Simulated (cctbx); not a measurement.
**What is wrong with this refinement?**

Cell a = 3.9650 Å, b = 24.4460 Å, c = 4.0660 Å, α = 90.00°, β = 90.00°, γ = 90.00°; space group Cmcm (no. 63).

Simulated single-crystal data (cctbx): Cu Kα, λ = 1.54184 Å, to d = 0.83 Å, 80 % of the full sphere, strongest reflection 20000 counts, noise from counting, a 2 % proportional error and a noise floor of 4 counts (s.d.); no absorption.

An anisotropic refinement with weights 1/σ² prints:

```text
Rint 0.021, 237 unique reflections to 0.83 A
cycle     R1     wR2    GooF  max shift (A)
   1  0.0801  0.2025  10.493   0.00400
   2  0.0381  0.1134   5.878   0.00001
final R1 0.0381 wR2 0.1134 GooF 5.877  parameters 16  data/parameter 14.8
atom        x        y        z      Ueq    occ   su(xyz)  su(Uiso or U11)
Re1    0.50000  0.57018  0.75000   0.0052  1.000  0.00007  0.0009
Nd1    0.00000  0.82326  0.75000   0.0070  1.000  0.00009  0.0011
Yb1    0.50000  0.92487  0.75000   0.0161  1.000  0.00010  0.0012
Se1    0.00000  0.70468  0.75000   0.0045  1.000  0.00015  0.0018
difference map: max 3.75 min -5.24 rms 0.76
Q1    0.0000  0.1633  0.2500    4    3.81  0.33 A from Nd1
Q2    0.0000  0.0808  0.7500    4    3.41  0.26 A from Re1
Q3    0.0000  0.3750  0.7500    4    1.81  1.22 A from Yb1
Q4    0.0000  0.2235  0.7500    4    1.53  2.04 A from Se1
Q5    0.0963  0.2905  0.2500    8    1.42  0.40 A from Se1
Q6    0.2418  0.0697  0.1082   16    1.12  1.18 A from Yb1
```

Q: Accept it or mend it, and why?

Mend it. The fault: wrong element: Yb1 is Te. Against the right model at the same level, R1 goes from 0.0078 to 0.0381 and GooF from 0.90 to 5.88, U of Yb1 swells from 0.0091 to 0.0161 Å², U of Re1 shrinks from 0.0084 to 0.0052 Å², U of Nd1 shrinks from 0.0105 to 0.0070 Å², the top difference peak, 3.8 e/Å³, lies on Nd1 and a hole of -5.2 e/Å³ opens. Yb1 has 18 electrons too many and its U swells to shed them, as expected.

The compound is NdReTeSe. The right model at the same level gives:

```text
Rint 0.021, 237 unique reflections to 0.83 A
cycle     R1     wR2    GooF  max shift (A)
   1  0.0161  0.0391   2.029   0.00095
   2  0.0078  0.0174   0.902   0.00000
final R1 0.0078 wR2 0.0174 GooF 0.902  parameters 16  data/parameter 14.8
atom        x        y        z      Ueq    occ   su(xyz)  su(Uiso or U11)
Re1    0.50000  0.57021  0.75000   0.0084  1.000  0.00001  0.0001
Nd1    0.00000  0.82330  0.75000   0.0105  1.000  0.00001  0.0002
Te1    0.50000  0.92491  0.75000   0.0091  1.000  0.00001  0.0002
Se1    0.00000  0.70480  0.75000   0.0079  1.000  0.00002  0.0003
difference map: max 0.42 min -0.54 rms 0.12
Q1    0.0000  0.4031  0.0918    8    0.44  1.49 A from Te1
Q2    0.0000  0.2617  0.2500    4    0.39  0.82 A from Se1
Q3    0.2653  0.1961  0.7500    8    0.35  0.95 A from Se1
Q4    0.0000  0.2180  0.2500    4    0.35  1.01 A from Nd1
Q5    0.0000  0.1431  0.2500    4    0.33  0.82 A from Nd1
Q6    0.2176  0.0577  0.7500    8    0.31  0.92 A from Re1
```

This is a model crystal, built by substitution and not relaxed, with assumed displacement parameters.

[Middle refinement cycles are left out of these outputs.]

[Logs are printed without paths, hosts, clocks, repeated set-up lines and the standing remarks that a program may print on its own settings, such as how far it seeks lower states.]
